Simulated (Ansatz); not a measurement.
## From LDA to G0W0: SrCaTi2O6 (perovskite [001] superlattice) (P4/mmm)

Wanted: the gap of SrCaTi2O6 (perovskite [001] superlattice) (P4/mmm) with a many-body correction, and the time that it takes.

Method: LDA, then G0W0 on it, plane waves, PAW, in Ansatz 0.2.0.

The structure was built from a prototype and need not be the compound's stable phase.

### Step 1. Set-up

Symmetry: P4/mmm, No. 123, tetragonal system. The conventional cell has a = 3.830 Å, b = 3.830 Å, c = 7.657 Å, α = 90.00°, β = 90.00°, γ = 90.00°. Nearest to Sr lie 12 O at 2.71 to 2.74 Å. O has 2 Ti at 1.94 Å and 4 Sr at 2.71 Å nearest. Nearest to Ti lie 6 O at 1.89 to 1.94 Å. O has 2 Ti at 1.92 Å and 2 Ca at 2.68 Å and 2 Sr at 2.74 Å nearest. Ca has 12 O at 2.68 to 2.71 Å nearest. O has 2 Ti at 1.89 Å and 4 Ca at 2.71 Å nearest. It derives from SrTiO3. Farther neighbours and most contacts between anions are not listed.

The structure was relaxed with LDA. The runs that relaxed it are not among those shown.

The logs state that the PAW files were generated under PBE.

### Step 2. The LDA band structure

Levels along a band path and on the mesh show where this functional puts the band edges.

This step: DFT, LDA, plane waves, PAW; PAW set soft_1.

input.yaml

```yaml
crystal:
  lattice:
    - [3.8302279743, 0.0, 0.0]
    - [0.0, 3.8302279743, 0.0]
    - [0.0, 0.0, 7.6566011245]
  atoms:
    - { symbol: Sr, position: [0.0, 0.0, 0.126454763] }
    - { symbol: O, position: [0.5, 0.5, 0.1264469708] }
    - { symbol: Ti, position: [0.5, 0.5, 0.379478349] }
    - { symbol: O, position: [0.5, 0.0, 0.3818434934] }
    - { symbol: O, position: [0.0, 0.5, 0.3818434934] }
    - { symbol: Ca, position: [0.0, 0.0, 0.6264623602] }
    - { symbol: O, position: [0.5, 0.5, 0.6264495736] }
    - { symbol: Ti, position: [0.5, 0.5, 0.8734249172] }
    - { symbol: O, position: [0.5, 0.0, 0.8710418402] }
    - { symbol: O, position: [0.0, 0.5, 0.8710418402] }
kpoints:
  mp_grid: { grid: [6, 6, 4] }
  band_path:
    path:
      - [[0.0, 0.0, 0.0], [0.0, 0.5, 0.0], [0.5, 0.5, 0.0], [0.0, 0.0, 0.0], [0.0, 0.0, 0.5], [0.0, 0.5, 0.5], [0.5, 0.5, 0.5], [0.0, 0.0, 0.5]]
      - [[0.0, 0.5, 0.0], [0.0, 0.5, 0.5]]
      - [[0.5, 0.5, 0.0], [0.5, 0.5, 0.5]]
    npoints: 10
hamiltonian:
  xc: lda
  pseudopotentials: { kind: paw, azcp: { folder: soft_1 }, xc_functional: pbe }
scf:
  occupations: { method: fermi_dirac, width: 0.02 }
  n_extra_bands: 7
output:
  eigenvalues: true
  write_density: true
  write_potential: true
  elf: true
  volumetric_format: npy
```

Run with:

```
> ansatz run input.yaml --threads 4 --pin off --max-ram 17510MiB --backend cpu --events-out ev --progress --plain --runs-dir out
```

Numbers of over 12 decimals in the logs are rounded to 6 here.

The log of the run:

```text
Warning: at least one further symmetry operation maps every atom of the structure, as the run holds it, onto an atom to within 2.72e-5 (fractional), and is not used: no operation is sought that the atoms, as the run holds them, miss by more than 2.00e-5, twice crystal.symmetry.tolerance (1.0e-5). The run uses 8 unitary operations. The run imposes no operation that its atoms and lattice do not hold. Figures that only  [...]
scf.n_extra_bands = 7 over 40 filled bands (N_el = 80.0): the run solves 47 bands
Engine: ansatz 0.2.0, aarch64-unknown-linux-gnu
Pseudopotentials: kind: paw
Pseudopotential: Sr, paw, valence charge 10, recommended cutoff 420 eV (normal), soft_1/Sr.paw.azcp
Pseudopotential: O, paw, valence charge 6, recommended cutoff 420 eV (normal), soft_1/O.paw.azcp
Pseudopotential: Ti, paw, valence charge 12, recommended cutoff 420 eV (normal), soft_1/Ti.paw.azcp
Pseudopotential: Ca, paw, valence charge 10, recommended cutoff 420 eV (normal), soft_1/Ca.paw.azcp
Functional definition: SPW92
  exchange = slater_x
  correlation = pw_c
Crystal: 10 atoms, lattice volume = 112.327 Å³
Basis set: ecut = 420 eV, 2153 PW (Γ)
Bands: 47, of which v1, the nominal top of the filled ones, is band 40 counted from 1 (39 counted from 0)
Symmetry: 8 space group operations
Space group: P4mm (ITA 99), of the structure as read, at distance tolerance 4.8e-5 Å
k-points: 30 of 144 (time reversal used)
Non-local potential: Sr, projectors of the file, l = 0: 3, l = 1: 2, l = 2: 2
Non-local potential: O, projectors of the file, l = 0: 2, l = 1: 2, l = 2: 1
Non-local potential: Ti, projectors of the file, l = 0: 3, l = 1: 2, l = 2: 3, l = 3: 1
Non-local potential: Ca, projectors of the file, l = 0: 3, l = 1: 2, l = 2: 2
PAW form: soft (Blöchl's): semilocal exchange-correlation on the pseudo side does not see the compensation charge
PAW frozen core: Sr, regenerated for the run's functional, and the local potential with it (the file was generated under x = pbe(κ = 0.804, μ = 0.219515), c = pbe(β = 0.066725))
PAW frozen core: O, regenerated for the run's functional, and the local potential with it (the file was generated under x = pbe(κ = 0.804, μ = 0.219515), c = pbe(β = 0.066725))
PAW frozen core: Ti, regenerated for the run's functional, and the local potential with it (the file was generated under x = pbe(κ = 0.804, μ = 0.219515), c = pbe(β = 0.066725))
PAW frozen core: Ca, regenerated for the run's functional, and the local potential with it (the file was generated under x = pbe(κ = 0.804, μ = 0.219515), c = pbe(β = 0.066725))
PAW one-centre angular grid: Sr, 110 points (default); XC on 64 Gauss nodes
PAW one-centre angular grid: O, 110 points (default); XC on 64 Gauss nodes
PAW one-centre angular grid: Ti, 590 points (default); XC on 64 Gauss nodes
PAW one-centre angular grid: Ca, 110 points (default); XC on 64 Gauss nodes
Initial density: superposition of atomic densities (chi_scale 0.1, normalization cell, long waves kept (reshape's long-wave potential 0.08 eV rms))
Initial wavefunctions: pseudopotential atomic-orbital guess
Functional: x = slater, c = lda
SCF iter   1: F=—  HF=-13467.485389 eV  |F-HF|=—  |Δ(HF+E_count)|=         —  Δρ=5.38e-2  dr2=2.92e0  ethr=3.10e-3  ⟨swp⟩=12.1  Hψ=6893  notcnv=0
preconditioner: auto → Resta (q_TF=auto, 2.578 Å⁻¹)  ε∞=5.6  [insulator: Δε(μ)=1.894 eV  Ē_g=12.704 eV  σ=0.020 eV  W_gap=1.00  n_scr=38 (ndim 8)  ℏωp=27.1 eV  f_vac=0.000  D(μ)=0.00/eV (n_scr^D=0)  ε∞_Penn≈5.6]
SCF iter   2: F=—  HF=-13466.961935 eV  |F-HF|=—  |Δ(HF+E_count)|=   5.23e-1  Δρ=2.77e-2  dr2=9.14e-1  ethr=3.10e-3  ⟨swp⟩=3.0  Hψ=3008  notcnv=0  defer=40
SCF iter   3: F=—  HF=-13466.780682 eV  |F-HF|=—  |Δ(HF+E_count)|=   1.81e-1  Δρ=8.58e-3  dr2=5.82e-2  ethr=1.14e-3  ⟨swp⟩=3.3  Hψ=2813  notcnv=0  defer=40
SCF iter   4: F=—  HF=-13466.771534 eV  |F-HF|=—  |Δ(HF+E_count)|=   9.15e-3  Δρ=2.43e-3  dr2=4.40e-3  ethr=7.28e-5  ⟨swp⟩=3.2  Hψ=2357  notcnv=0  defer=40
SCF iter   5: F=—  HF=-13466.771631 eV  |F-HF|=—  |Δ(HF+E_count)|=   9.63e-5  Δρ=4.37e-4  dr2=1.77e-4  ethr=5.50e-6  ⟨swp⟩=2.0  Hψ=2677  notcnv=0  defer=40
SCF iter   6: F=—  HF=-13466.771658 eV  |F-HF|=—  |Δ(HF+E_count)|=   2.71e-5  Δρ=1.15e-4  dr2=1.16e-5  ethr=2.21e-7  ⟨swp⟩=2.0  Hψ=1889  notcnv=0  defer=40
SCF iter   7: F=—  HF=-13466.771659 eV  |F-HF|=—  |Δ(HF+E_count)|=   1.57e-6  Δρ=5.68e-5  dr2=2.58e-6  ethr=1.45e-8  ⟨swp⟩=2.0  Hψ=2204  notcnv=0  defer=40
SCF iter   8: F=-13466.771659 eV  HF=-13466.771659 eV  |F-HF|=1.93e-8  |Δ(HF+E_count)|=   4.12e-7  Δρ=9.73e-6  dr2=9.08e-8  ethr=1.25e-10  ⟨swp⟩=11.5  Hψ=5743  notcnv=0
SCF 1 converged in 8 iterations: F = -13466.771659 eV  dr2 = 9.08e-8
  greatest PAW one-centre occupation: 0.998 electrons in one spin orbital (limit 2), on the Ti atom at site 7 (counted from 0), in its partial waves of l = 0
NSCF: frozen V_eff on 93 k-points
SCF converged after 8 iterations
Free energy (F): -13466.771659 eV
Harris-Foulkes:  -13466.771659 eV  (|F-HF|=1.93e-8)
Internal energy: -13466.771659 eV  (E = F + TS)
E sigma→0 (E₀):  -13466.771659 eV
Fermi energy:    10.785210 eV
--- Per-component energies (eV) ---
  E_band       = -458.499481
  E_kinetic    = 2061.513545
  E_local      = -4877.867165  (includes V_loc(G=0)·N_el)
  E_nonlocal   = 779.997281
  E_hartree    = 1731.502933
  E_xc         = -960.344445
  E_vxc        = -1157.054757  (∫ρ·V_xc dr)
  E_paw        = -6309.861546  (= ΣΔE_a)
  E_vpaw       = -728.102988  (= ΣTr[D̂ρ^β])
  E_aug_tail   = 0.004683  (compensation charges beyond the density's cutoff)
  E_ewald      = -5893.527675
  E_core_change = 1.810731  (= ΣΔE_core)
  E_smearing   = -0.000000  (= −TS)
  E_closure    = 0.000000  (closes the sum)
  Σ components = -13466.771659   (vs F -13466.771659, Δ=0.00e0)
--- Band table (eV; the first three rows and the last of 30) ---
  k-point 0: bands = [... 36 lower, 9.1227, 9.4761, 9.4774, 9.4774, 11.7156, 11.7179, 11.7179, 11.9253, ... 3 higher]
  k-point 1: bands = [... 36 lower, 9.1536, 9.1536, 9.3761, 9.3761, 11.7442, 11.8932, 12.1158, 12.1158, ... 3 higher]
  k-point 2: bands = [... 36 lower, 9.2404, 9.2404, 9.2421, 9.2421, 11.8063, 11.8277, 12.8699, 12.8699, ... 3 higher]
  k-point 29: bands = [... 36 lower, 9.1276, 9.1276, 9.7823, 9.8025, 14.1702, 14.1702, 14.1995, 14.1995, ... 3 higher]
```

Wall time 15 s (4 threads of Arm Neoverse V1, shared host); peak memory 0.63 GiB.

In the SCF lines HF is the Harris–Foulkes energy and dr2 the Hartree energy of the density residual, in eV; the loop may stop once dr2 is under the threshold and the program's other checks hold. Hψ counts applications of the Hamiltonian.

This step gave:

| Item | Value |
| --- | --- |
| filled bands | 40 |
| gap | 1.868 eV |
| valence top at | M |
| conduction bottom at | Γ |
| least direct gap | 2.179 eV |

Over mesh and path the gap is 1.868 eV, from k = (0.500, 0.500, 0.000) to k = Γ. The least direct gap found is 2.179 eV, at k = (0.000, 0.500, 0.000). The program's warnings for this run: near symmetry operation missed by atoms.

The electronic bands at the labelled points (eV, zero at the top of the highest nominally filled band):

| point | band 37 | band 38 | band 39 | band 40 | band 41 | band 42 | band 43 | band 44 |
| --- | --- | --- | --- | --- | --- | --- | --- | --- |
| Γ | -0.72 | -0.37 | -0.37 | -0.37 | 1.87 | 1.87 | 1.87 | 2.08 |
| halfway | -1.32 | -0.72 | -0.60 | -0.60 | 1.97 | 3.06 | 3.06 | 3.15 |
| X | -1.69 | -0.72 | -0.72 | -0.10 | 2.08 | 4.04 | 4.04 | 4.05 |
| halfway | -0.75 | -0.74 | -0.72 | -0.05 | 3.15 | 4.05 | 4.12 | 4.34 |
| M | -0.11 | 0.00 | 0.00 | 0.00 | 4.05 | 4.05 | 4.48 | 4.77 |
| halfway | -1.02 | -0.91 | -0.83 | -0.57 | 3.01 | 3.19 | 3.43 | 3.67 |
| Γ | -0.72 | -0.37 | -0.37 | -0.37 | 1.87 | 1.87 | 1.87 | 2.08 |
| halfway | -0.69 | -0.69 | -0.47 | -0.47 | 1.90 | 2.05 | 2.27 | 2.27 |
| Z | -0.61 | -0.61 | -0.61 | -0.61 | 1.96 | 1.98 | 3.02 | 3.02 |
| halfway | -1.11 | -1.07 | -0.86 | -0.79 | 3.00 | 3.02 | 3.16 | 3.22 |
| R | -1.37 | -1.27 | -0.80 | -0.63 | 3.11 | 3.19 | 4.04 | 4.05 |
| halfway | -0.91 | -0.91 | -0.62 | -0.53 | 3.67 | 3.68 | 4.19 | 4.23 |
| A | -0.72 | -0.72 | -0.07 | -0.04 | 4.32 | 4.32 | 4.35 | 4.35 |
| halfway | -0.98 | -0.97 | -0.70 | -0.64 | 3.51 | 3.53 | 3.57 | 3.57 |
| Z | -0.61 | -0.61 | -0.61 | -0.61 | 1.96 | 1.98 | 3.02 | 3.02 |
| jump to X | -1.69 | -0.72 | -0.72 | -0.10 | 2.08 | 4.04 | 4.04 | 4.05 |
| halfway | -1.51 | -1.10 | -0.94 | -0.24 | 2.43 | 3.80 | 4.04 | 4.04 |
| R | -1.37 | -1.27 | -0.80 | -0.63 | 3.11 | 3.19 | 4.04 | 4.05 |
| jump to M | -0.11 | 0.00 | 0.00 | 0.00 | 4.05 | 4.05 | 4.48 | 4.77 |
| halfway | -0.20 | -0.20 | -0.09 | -0.02 | 4.13 | 4.13 | 4.52 | 4.62 |
| A | -0.72 | -0.72 | -0.07 | -0.04 | 4.32 | 4.32 | 4.35 | 4.35 |

ELF in the ca plane at fractional y = 0.000, with atoms of Sr and O and Ca within 0.2 Å of it. It is the smooth field of the valence electrons, not physical close to the nuclei.

Ten even steps from '_' (0.02) to '@' (0.85), each cell a mean:
```
%%@@==++@@##..______::%%@@@@@@%%..______..
==@@@@@@%%--__..::..__==@@@@%%--__..::..__
__--****::..==##%%##--__::--..__--##%%##--
::________--%%@@@@@@##::______--%%@@%%@@%%
++______..**@@**==%%%%--______==%%%%==##@@
==________++@@%%##@@%%--______==%%%%**%%@@
..__::::__..##@@@@%%++..______..**@@@@@@**
::##@@@@**....==++==....**##++....==++==..
##@@%%%%@@**________..##@@@@@@**__________
@@%%..::@@%%..______--@@@@@@@@%%::______::
```
Columns run along c (7.7 Å), rows up along a (3.8 Å). Atoms in or near the plane, at fractional coordinates: Sr at (0.13, 0.00), O at (0.38, 0.50), Ca at (0.63, 0.00), O at (0.87, 0.50).

Valence density in the ca plane at fractional y = 0.000, with atoms of Sr and O and Ca within 0.2 Å of it. It is the smooth field of the valence electrons, not physical close to the nuclei.

Ten even steps from '0' (0.0 e/Å³) to '9' (7.6 e/Å³), each cell a mean:
```
123320000001574100000
012210000000121000000
000000000000000000000
000000034200000002420
000000179410000015961
000000157300000014741
000000011000000001110
001100000000010000000
023320000001353000000
132221000002686100000
```
Columns run along c (7.7 Å), rows up along a (3.8 Å). Atoms in or near the plane, at fractional coordinates: Sr at (0.13, 0.00), O at (0.38, 0.50), Ca at (0.63, 0.00), O at (0.87, 0.50).

[end of part 1 of 2]

[Paths, hosts, dates, memory and timing lines, banners, echoed tables and standing remarks are left out of the program output.]

[Logs are printed without paths, hosts, clocks, repeated set-up lines and the standing remarks that a program may print on its own settings, such as how far it seeks lower states.]

[Runs of the session that timed out or met a known fault of the program may be left out.]

[Cells called generated may have been cut or substituted from an entry of the Crystallography Open Database or the Materials Project.]

[Hosts, paths, dates, database ids (printed as entryN), source tags and the programs' standing remarks are cut or masked in the printed files.]

[Where an RPA ε∞ is given, it is that of the G0W0 mesh and is not shown converged in it. Names of k-points follow the symmetry that the program found, which can be lower than the space group named. Band edges on a path are those of the sampled points; other points can move an edge, and change direct to indirect where valleys lie close.]

[Hybrid gaps are those of their k-mesh and are not shown converged in it.]
